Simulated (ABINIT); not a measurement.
**Beyond one shot: InF3 (R-3c)**

How far does self-consistency move the gap of InF3 (R-3c)?

Main program and level: ABINIT 10.8.3; LDA and many-body steps on it, plane waves.

## Step 1: The starting structure

The structure is trigonal, space group R-3c (No. 167). Conventional cell: a = 5.204 Å, b = 5.204 Å, c = 14.723 Å, α = 90.00°, β = 90.00°, γ = 120.00°. Nearest to In lie 6 F at 2.08 Å. Nearest to F lie 2 In at 2.08 Å. Farther neighbours and most contacts between anions are not listed.

As a file:

```cif
data_structure
_symmetry_space_group_name_H-M 'R-3c:H'
_symmetry_Int_Tables_number 167
_cell_length_a 5.2043
_cell_length_b 5.2043
_cell_length_c 14.7225
_cell_angle_alpha 90.000
_cell_angle_beta 90.000
_cell_angle_gamma 120.000
_cell_volume 345.33
loop_
_atom_site_label
_atom_site_type_symbol
_atom_site_symmetry_multiplicity
_atom_site_Wyckoff_symbol
_atom_site_fract_x
_atom_site_fract_y
_atom_site_fract_z
_atom_site_occupancy
In1 In 6 b 0.66667 0.33333 0.33333 1
F1 F 18 e 0.64571 0.64571 0.25000 1
```

The cell and positions are those that the Materials Project relaxed with its own functionals (PBE, PBE+U or r2SCAN), kept fixed.

## Step 2: Empty states on the mesh, 4×4×4 mesh, 114 bands

This step: ABINIT 10.8.3; DFT, LDA, plane waves, norm-conserving pseudopotentials.

The sums over transitions need many empty states on a uniform mesh; this step solves for them.

Input file run.abi:

```
acell 3*1.0 Angstrom
rprim 
  2.602141182914 1.502346912402 4.907506134507
  -2.602141182914 1.502346912402 4.907506134507
  0.000000000000 -3.004693824873 4.907506134486
ntypat 2
znucl 49 9
natom 8
typat 1 1 2 2 2 2 2 2
xred 
  0.500000000000 0.500000000000 0.500000000000
  -0.000000000000 0.000000000000 0.000000000000
  0.395709220000 0.750000000000 0.104290780000
  0.750000000000 0.104290780000 0.395709220000
  0.895709220000 0.604290780000 0.250000000000
  0.250000000000 0.895709220000 0.604290780000
  0.604290780000 0.250000000000 0.895709220000
  0.104290780000 0.395709220000 0.750000000000
pp_dirpath "pseudos"
pseudos "In.upf, F.upf"
ecut 36
ngkpt 4 4 4
nshiftk 1
shiftk 0 0 0
kptopt 1
chksymbreak 0
iscf -2
irdden 1
istwfk *1
nband 114
nbdbuf 10
tolwfr 1e-09
nstep 60
prtvol 0
indata_prefix "in"
outdata_prefix "out"
tmpdata_prefix "tmp"
```

Command:

```console
> OMP_NUM_THREADS=1 mpirun -n 8 abinit run.abi > log
```

Numbers of over 12 decimals in the logs are rounded to 6 here.

What it wrote:

```text
.Version 10.8.3 of ABINIT. v10.8.2 released Aug 2026.

 Symmetries : space group R-3 c (#167); Bravais hR (rhombohedral)
[... echo of the input left out ...]
== DATASET  1 ==================================================================
-   mpi_nproc: 8, omp_nthreads: 1 (-1 if OMP is not activated)
-    --> not optimal distribution: autoparal keyword recommended in input file <--

--- !DatasetInfo
iteration_state: {dtset: 1, }
dimensions: {natom: 8, nkpt: 13, mband: 114, nsppol: 1, nspinor: 1, nspden: 1, mpw: 8026, }
cutoff_energies: {ecut:  36.0, pawecutdg:  -1.0, }
[...]
1.30348    1.31065    1.31065    1.31904    1.35837    1.35837    1.37263    1.43815
   1.43815    1.46708    1.48422    1.48422    1.51269    1.54431    1.54431    1.54644
   1.58184    1.58195
 prteigrs : prtvol=0 or 1, do not print more k-points.

== END DATASET(S) ==============================================================
================================================================================

 -outvars: echo values of variables after computation  --------
            nband         114
             nkpt          13
          spgroup         167
 [... the other variables as echoed above ...]

 Calculation completed.
```

The job ended after 54 s (8 MPI ranks of Arm Neoverse V2, shared host; peak memory 0.86 GiB; 7.2 min of CPU time).

This step gave:

```
gap                                                           : 4.010 eV
k of the valence top                                          : 0.5, 0.5, 0
k of the conduction bottom                                    : 0, 0, 0
least direct gap                                              : 4.042 eV
k points computed                                             : 13
lowest point of the top converged band, above the valence top : 38.04 eV
```

On this mesh the gap is 4.010 eV.

The density comes from a self-consistent run that is not shown.

## Step 3: Screening, 4×4×4 mesh, 104 bands, screening to 89.8 eV

The RPA dielectric matrix is built and inverted for each q.

This step: RPA screening on LDA, plane waves, norm-conserving pseudopotentials.

Changes to run.abi since step 2:

```diff
@@ -26,10 +26,11 @@
 chksymbreak 0
-iscf -2
-irdden 1
 istwfk *1
-nband 114
-nbdbuf 10
-tolwfr 1e-09
-nstep 60
-prtvol 0
+occopt 1
+irdwfk 1
+optdriver 3
+nband 104
+ecuteps 3.3
+inclvkb 2
+awtr 1
+symchi 1
 indata_prefix "in"
```

What it wrote:

```text
.Version 10.8.3 of ABINIT. v10.8.2 released Aug 2026.

 Symmetries : space group R-3 c (#167); Bravais hR (rhombohedral)
[... echo of the input left out ...]
== DATASET  1 ==================================================================
-   mpi_nproc: 8, omp_nthreads: 1 (-1 if OMP is not activated)

--- !DatasetInfo
iteration_state: {dtset: 1, }
dimensions: {natom: 8, nkpt: 13, mband: 104, nsppol: 1, nspinor: 1, nspden: 1, mpw: 8026, }
cutoff_energies: {ecut:  36.0, pawecutdg:  -1.0, }
electrons: {nelect:   8.40000000E+01, charge:   0.00000000E+00, occopt:   1.00000000E+00, tsmear:   1.00000000E-02, }

 SCREENING: Calculation of the susceptibility and dielectric matrices

 Based on a program developped by R.W. Godby, V. Olevano, G. Onida, and L. Reining.
 Incorporated in ABINIT by V. Olevano, G.-M. Rignanese, and M. Torrent.
.Using double precision arithmetic ; gwpc =  8

[... cell and pseudopotentials left out ...]
--------------------------------------------------------------------------------

 ==== K-mesh for the wavefunctions ====
 Number of points in the irreducible wedge :    13
[... list of points left out ...]
 Together with 12 symmetry operations and time-reversal symmetry
 yields    64 points in the full Brillouin Zone.

 ==== Q-mesh for the screening function ====
 Number of points in the irreducible wedge :    13
[... list of points left out ...]
 Together with 12 symmetry operations and time-reversal symmetry
 yields    64 points in the full Brillouin Zone.

 setmesh: FFT mesh size selected  =    40x   40x   40
          total number of points  =        64000

 vcoul_init : cutoff-mode = AUXILIARY_FUNCTION
 q-points for optical limit:   1
     1)      0.000010    0.000020    0.000030

- screening: taking advantage of time-reversal symmetry
- Maximum band index for partially occupied states nbvw = 42
- Remaining bands to be divided among processors   nbcw = 62
- Number of bands treated by each node ~7

 Number of electrons calculated from density =   84.0000; Expected =   84.0000
 average of density, n =  0.108136
 r_s =    1.3021
 omega_plasma =   31.7205 [eV]

 calculating chi0 at frequencies [eV] :
  1    0.000000E+00    0.000000E+00
  2    0.000000E+00    3.172052E+01

--------------------------------------------------------------------------------
  q-point number  1        q = ( 0.000000, 0.000000, 0.000000) [r.l.u.]
--------------------------------------------------------------------------------
[... chi0 elements left out ...]
 For q-point:  0.000010 0.000020 0.000030
  dielectric constant =   2.3723
  dielectric constant without local fields =   2.4554

  Average fulfillment of the sum rule on Im[epsilon] for q-point    1 :     27.02  [%]
[... wings left out ...]
  q-point number  2        q = ( 0.250000, 0.000000, 0.000000) [r.l.u.]
--------------------------------------------------------------------------------
[... chi0 elements left out ...]
  Average fulfillment of the sum rule on Im[epsilon] for q-point    2 :     35.89  [%]

 [... 11 further q-points ...]
```

Run time: 3.2 min. Hardware: 8 MPI ranks; peak memory 6.6 GiB; 26 min of CPU time.

Numbers from this step:

```
ε∞ with local fields, on this mesh, along the program's q direction : 2.372
the same without local fields                                       : 2.455
plasma frequency                                                    : 31.72 eV
plane waves in the screening matrix                                 : 211
```

Local fields lower ε∞ by 3 %.

## Step 4: G0W0

The self-energy is evaluated for the states that the input lists, and the levels follow from it, in one-shot runs by the linearised quasiparticle equation.

This step: G0W0 on LDA, plane waves, norm-conserving pseudopotentials.

Changes to run.abi since step 3:

```diff
@@ -29,8 +29,17 @@
 irdwfk 1
-optdriver 3
+optdriver 4
 nband 104
+gwcalctyp 0
+ecutsigx 36
+symsigma 1
+nkptgw 2
+kptgw 
+  0.5000000000 0.5000000000 0.0000000000
+  0.0000000000 0.0000000000 0.0000000000
+bdgw 
+  41 44
+  41 44
 ecuteps 3.3
-inclvkb 2
-awtr 1
-symchi 1
+irdscr 1
+ppmodel 1
 indata_prefix "in"
```

What it wrote:

```text
.Version 10.8.3 of ABINIT. v10.8.2 released Aug 2026.

 Symmetries : space group R-3 c (#167); Bravais hR (rhombohedral)
[... echo of the input left out ...]
== DATASET  1 ==================================================================
-   mpi_nproc: 8, omp_nthreads: 1 (-1 if OMP is not activated)

--- !DatasetInfo
iteration_state: {dtset: 1, }
dimensions: {natom: 8, nkpt: 13, mband: 104, nsppol: 1, nspinor: 1, nspden: 1, mpw: 8026, }
cutoff_energies: {ecut:  36.0, pawecutdg:  -1.0, }
electrons: {nelect:   8.40000000E+01, charge:   0.00000000E+00, occopt:   1.00000000E+00, tsmear:   1.00000000E-02, }

 SIGMA: Calculation of the GW corrections

 Based on a program developped by R.W. Godby, V. Olevano, G. Onida, and L. Reining.
 Incorporated in ABINIT by V. Olevano, G.-M. Rignanese, and M. Torrent.
.Using double precision arithmetic ; gwpc =  8

[... cell and pseudopotentials left out ...]
--------------------------------------------------------------------------------

 ==== K-mesh for the wavefunctions ====
 Number of points in the irreducible wedge :    13
[... list of points left out ...]
 Together with 12 symmetry operations and time-reversal symmetry
 yields    64 points in the full Brillouin Zone.

 ==== Q-mesh for screening function ====
 Number of points in the irreducible wedge :    13
[... list of points left out ...]
 Together with 12 symmetry operations and time-reversal symmetry
 yields    64 points in the full Brillouin Zone.

 vcoul_init : cutoff-mode = AUXILIARY_FUNCTION
 q-points for optical limit:   1
     1)      0.000010    0.000020    0.000030
 setmesh: FFT mesh size selected  =    60x   60x   60
          total number of points  =       216000

 Number of electrons calculated from density =   84.0000; Expected =   84.0000
 average of density, n =  0.108136
 r_s =    1.3021
 omega_plasma =   31.7205 [eV]

 === KS Band Gaps ===
  >>>> For spin  1
   Minimum direct gap =   4.0423 [eV], located at k-point      :   0.0000  0.0000  0.0000
   Fundamental gap    =   4.0104 [eV], Top of valence bands at :   0.5000  0.5000  0.0000
                                       Bottom of conduction at :   0.0000  0.0000  0.0000
 SIGMA fundamental parameters:
 PLASMON POLE MODEL  1
 number of plane-waves for SigmaX                 7987
 number of plane-waves for SigmaC and W            211
 number of plane-waves for wavefunctions          7987
 number of bands                                   104
 number of independent spin polarizations            1
 number of spinorial components                      1
 number of k-points in IBZ                          13
 number of q-points in IBZ                          13
 number of symmetry operations                      12
 number of k-points in BZ                           64
 number of q-points in BZ                           64
 number of frequencies for dSigma/dE                 9
 frequency step for dSigma/dE [eV]                0.25
 number of omega for Sigma on real axis              0
 max omega for Sigma on real axis  [eV]           0.00
 zcut for avoiding poles [eV]                     0.10

 EPSILON^-1 parameters (SCR file):
 dimension of the eps^-1 matrix on file            211
 dimension of the eps^-1 matrix used               211
 number of plane-waves for wavefunctions          7987
 number of bands                                   104
 number of q-points in IBZ                          13
 number of frequencies                               2
 number of real frequencies                          1
 number of imag frequencies                          1

 matrix elements of self-energy operator (all in [eV])

 Perturbative Calculation

--- !SelfEnergy_ee
iteration_state: {dtset: 1, }
kpoint     : [   0.500,    0.500,    0.000, ]
spin       : 1
KS_gap     :    6.537
QP_gap     :   11.030
Delta_QP_KS:    4.493
data: !SigmaeeData |
     Band     E0 <VxcDFT>   SigX SigC(E0)      Z dSigC/dE  Sig(E)    E-E0       E
       41  -1.177 -23.605 -30.878   5.163   0.806  -0.240 -25.306  -1.700  -2.877
       42  -1.024 -22.915 -30.810   5.590   0.798  -0.253 -24.755  -1.839  -2.864
       43   5.512 -18.194 -12.844  -2.245   0.855  -0.170 -15.540   2.654   8.166
       44   7.061 -19.119 -13.049  -2.508   0.848  -0.180 -16.100   3.018  10.079

--- !SelfEnergy_ee
iteration_state: {dtset: 1, }
kpoint     : [   0.000,    0.000,    0.000, ]
spin       : 1
KS_gap     :    4.042
QP_gap     :    8.034
Delta_QP_KS:    3.992
data: !SigmaeeData |
     Band     E0 <VxcDFT>   SigX SigC(E0)      Z dSigC/dE  Sig(E)    E-E0       E
       41  -1.056 -22.752 -30.714   5.631   0.797  -0.254 -24.611  -1.859  -2.915
       42  -1.056 -22.752 -30.714   5.631   0.797  -0.254 -24.611  -1.859  -2.915
       43   2.986 -15.001 -10.317  -2.236   0.871  -0.148 -12.868   2.133   5.119
       44   8.395 -19.924 -13.242  -2.740   0.840  -0.190 -16.611   3.313  11.708

== END DATASET(S) ==============================================================
================================================================================

 -outvars: echo values of variables after computation  --------
           etotal      0.0000000000E+00
            nband         104
             nkpt          13
          spgroup         167
 [... the other variables as echoed above ...]

 Calculation completed.
```

Wall time 10 s (8 MPI ranks); peak memory 3.7 GiB.

Numbers from this step:

```yaml
g0w0_gap_on_the_points_computed: 7.983 eV
starting_gap_on_the_mesh: 4.010 eV
k_of_the_valence_top: 0.5, 0.5, 0
k_of_the_conduction_bottom: 0, 0, 0
z_at_the_valence_top: 0.798
z_at_the_conduction_bottom: 0.871
least_direct_g0w0_gap_on_the_computed_points: 8.034 eV
```

The gap on the mesh goes from 4.01 eV to 7.98 eV, a correction of +3.97 eV.

## Step 5: evGW0, cycle 1

This step: evGW0 on LDA, plane waves, norm-conserving pseudopotentials.

Changes to run.abi since step 4:

```diff
@@ -31,12 +31,34 @@
 nband 104
-gwcalctyp 0
+gwcalctyp 10
 ecutsigx 36
 symsigma 1
-nkptgw 2
+nkptgw 13
 kptgw 
+  0.0000000000 0.0000000000 0.0000000000
+  0.2500000000 0.0000000000 0.0000000000
+  0.5000000000 0.0000000000 0.0000000000
+  0.2500000000 0.2500000000 0.0000000000
+  0.5000000000 0.2500000000 0.0000000000
+  -0.2500000000 0.2500000000 0.0000000000
   0.5000000000 0.5000000000 0.0000000000
-  0.0000000000 0.0000000000 0.0000000000
+  0.2500000000 0.2500000000 0.2500000000
+  0.5000000000 0.2500000000 0.2500000000
+  -0.2500000000 0.2500000000 0.2500000000
+  0.5000000000 0.5000000000 0.2500000000
+  -0.2500000000 0.5000000000 0.2500000000
+  0.5000000000 0.5000000000 0.5000000000
 bdgw 
-  41 44
-  41 44
+  25 50
+  25 50
+  25 50
+  25 50
+  25 50
+  25 50
+  25 50
+  25 50
+  25 50
+  25 50
+  25 50
+  25 50
+  25 50
 ecuteps 3.3
```

What it wrote:

```text
.Version 10.8.3 of ABINIT. v10.8.2 released Aug 2026.

 Symmetries : space group R-3 c (#167); Bravais hR (rhombohedral)
[... echo of the input left out ...]
== DATASET  1 ==================================================================
-   mpi_nproc: 8, omp_nthreads: 1 (-1 if OMP is not activated)

--- !DatasetInfo
iteration_state: {dtset: 1, }
dimensions: {natom: 8, nkpt: 13, mband: 104, nsppol: 1, nspinor: 1, nspden: 1, mpw: 8026, }
cutoff_energies: {ecut:  36.0, pawecutdg:  -1.0, }
electrons: {nelect:   8.40000000E+01, charge:   0.00000000E+00, occopt:   1.00000000E+00, tsmear:   1.00000000E-02, }

 SIGMA: Calculation of the GW corrections

 Based on a program developped by R.W. Godby, V. Olevano, G. Onida, and L. Reining.
 Incorporated in ABINIT by V. Olevano, G.-M. Rignanese, and M. Torrent.
.Using double precision arithmetic ; gwpc =  8

[... cell and pseudopotentials left out ...]
--------------------------------------------------------------------------------

 ==== K-mesh for the wavefunctions ====
 Number of points in the irreducible wedge :    13
[... list of points left out ...]
 Together with 12 symmetry operations and time-reversal symmetry
 yields    64 points in the full Brillouin Zone.

 ==== Q-mesh for screening function ====
 Number of points in the irreducible wedge :    13
[... list of points left out ...]
 Together with 12 symmetry operations and time-reversal symmetry
 yields    64 points in the full Brillouin Zone.

 vcoul_init : cutoff-mode = AUXILIARY_FUNCTION
 q-points for optical limit:   1
     1)      0.000010    0.000020    0.000030
 setmesh: FFT mesh size selected  =    60x   60x   60
          total number of points  =       216000

 Number of electrons calculated from density =   84.0000; Expected =   84.0000
[...]
spin       : 1
KS_gap     :    7.201
QP_gap     :   11.822
Delta_QP_KS:    4.620
data: !SigmaeeData |
     Band     E_DFT   <VxcDFT>   E(N-1)  <Hhartree>   SigX  SigC[E(N-1)]    Z     dSigC/dE  Sig[E(N)]  DeltaE  E(N)_pert E(N)_diago
[...]
--- !SelfEnergy_ee
iteration_state: {dtset: 1, }
kpoint     : [   0.500,    0.500,    0.500, ]
spin       : 1
KS_gap     :    6.546
QP_gap     :   10.920
Delta_QP_KS:    4.374
data: !SigmaeeData |
     Band     E_DFT   <VxcDFT>   E(N-1)  <Hhartree>   SigX  SigC[E(N-1)]    Z     dSigC/dE  Sig[E(N)]  DeltaE  E(N)_pert E(N)_diago
[...]
49    11.375   -14.116    11.375    25.492    -7.773    -3.133     0.859    -0.165   -11.360     2.756    14.131    14.585
       50    11.375   -14.116    11.375    25.492    -7.773    -3.133     0.859    -0.165   -11.360     2.756    14.131    14.585

 New Fermi energy :        3.995727E-02 Ha ,    1.087293E+00 eV

 === QP Band Gaps ===
  >>>> For spin  1
   Minimum direct gap =   8.6929 [eV], located at k-point      :   0.0000  0.0000  0.0000
   Fundamental gap    =   8.6929 [eV], Top of valence bands at :   0.0000  0.0000  0.0000
                                       Bottom of conduction at :   0.0000  0.0000  0.0000

 writing QP data on file : out_QPS

 Convergence of QP corrections
 >>>>> For spin  1 <<<<<
.  kptgw no:  1; Maximum DeltaE = (   0.000   0.000) for band index: 20
.  kptgw no:  2; Maximum DeltaE = (   2.707   0.001) for band index: 20
.  kptgw no:  3; Maximum DeltaE = (  -1.705   0.003) for band index: 25
[...]
.  kptgw no: 12; Maximum DeltaE = (  -1.723   0.001) for band index: 25
.  kptgw no: 13; Maximum DeltaE = (  -1.665   0.003) for band index: 25

== END DATASET(S) ==============================================================
================================================================================

 -outvars: echo values of variables after computation  --------
           etotal      0.0000000000E+00
            nband         104
             nkpt          13
          spgroup         167
 [... the other variables as echoed above ...]

 Calculation completed.
```

Elapsed: 8.5 min, on 8 MPI ranks; peak memory 12 GiB.

Numbers from this step:

```yaml
quasiparticle_gap_on_the_mesh: 8.693 eV
gap_of_the_density_functional_on_the_mesh: 4.010 eV
k_of_the_valence_top: 0, 0, 0
k_of_the_conduction_bottom: 0, 0, 0
z_at_the_valence_top: 0.797
z_at_the_conduction_bottom: 0.871
least_direct_quasiparticle_gap_on_the_computed_points: 8.693 eV
```

Against G0W0 in ABINIT (4×4×4 mesh, 104 bands, screening to 89.8 eV, Godby-Needs plasmon pole), the gap moves by +0.710 eV. This first cycle still uses the starting levels; it takes the full correction, at all points of the mesh, and its linearised value is 7.983 eV.

## Step 6: evGW0, cycle 2

The corrected levels of the last cycle go back in.

Changes to run.abi since step 5:

```diff
@@ -66,2 +66,3 @@
 ppmodel 1
+irdqps 1
 indata_prefix "in"
```

What it wrote:

```text
.Version 10.8.3 of ABINIT. v10.8.2 released Aug 2026.

 Symmetries : space group R-3 c (#167); Bravais hR (rhombohedral)
[... echo of the input left out ...]
== DATASET  1 ==================================================================
-   mpi_nproc: 8, omp_nthreads: 1 (-1 if OMP is not activated)

--- !DatasetInfo
iteration_state: {dtset: 1, }
dimensions: {natom: 8, nkpt: 13, mband: 104, nsppol: 1, nspinor: 1, nspden: 1, mpw: 8026, }
cutoff_energies: {ecut:  36.0, pawecutdg:  -1.0, }
[...]
.  kptgw no:  3; Maximum DeltaE = (   0.061   0.005) for band index: 26
[...]
.  kptgw no: 12; Maximum DeltaE = (   0.064   0.001) for band index: 25
.  kptgw no: 13; Maximum DeltaE = (  -0.230   0.000) for band index: 23

== END DATASET(S) ==============================================================
================================================================================

 -outvars: echo values of variables after computation  --------
           etotal      0.0000000000E+00
            nband         104
             nkpt          13
          spgroup         167
 [... the other variables as echoed above ...]

 Calculation completed.
```

Wall time 8.5 min (8 MPI ranks); peak memory 12 GiB; 68 min of CPU time.

Numbers from this step:

```
quasiparticle gap on the mesh                         : 8.517 eV
gap of the density functional on the mesh             : 4.010 eV
k of the valence top                                  : 0, 0, 0
k of the conduction bottom                            : 0, 0, 0
least direct quasiparticle gap on the computed points : 8.517 eV
```

Against the cycle before, the gap moves by −0.176 eV.

(Continued in part 2 of 3.)

[Paths, hosts, dates, memory and timing lines, banners, echoed tables and standing remarks are left out of the program output.]

[Logs are printed without paths, hosts, clocks, repeated set-up lines and the standing remarks that a program may print on its own settings, such as how far it seeks lower states.]

[Runs of the session that timed out or met a known fault of the program may be left out.]

[Hosts, paths, dates, database ids (printed as entryN), source tags and the programs' standing remarks are cut or masked in the printed files.]

[G0W0 gaps are taken among the corrected bands and points alone; a level outside them can change the order at an edge.]

[Where Ansatz stands beside ABINIT at settings called matched, ABINIT's density can come from a denser mesh and the files from another edition; pairs whose starting gaps differed by over 0.03 eV were left out, so agreement reads better than it is.]
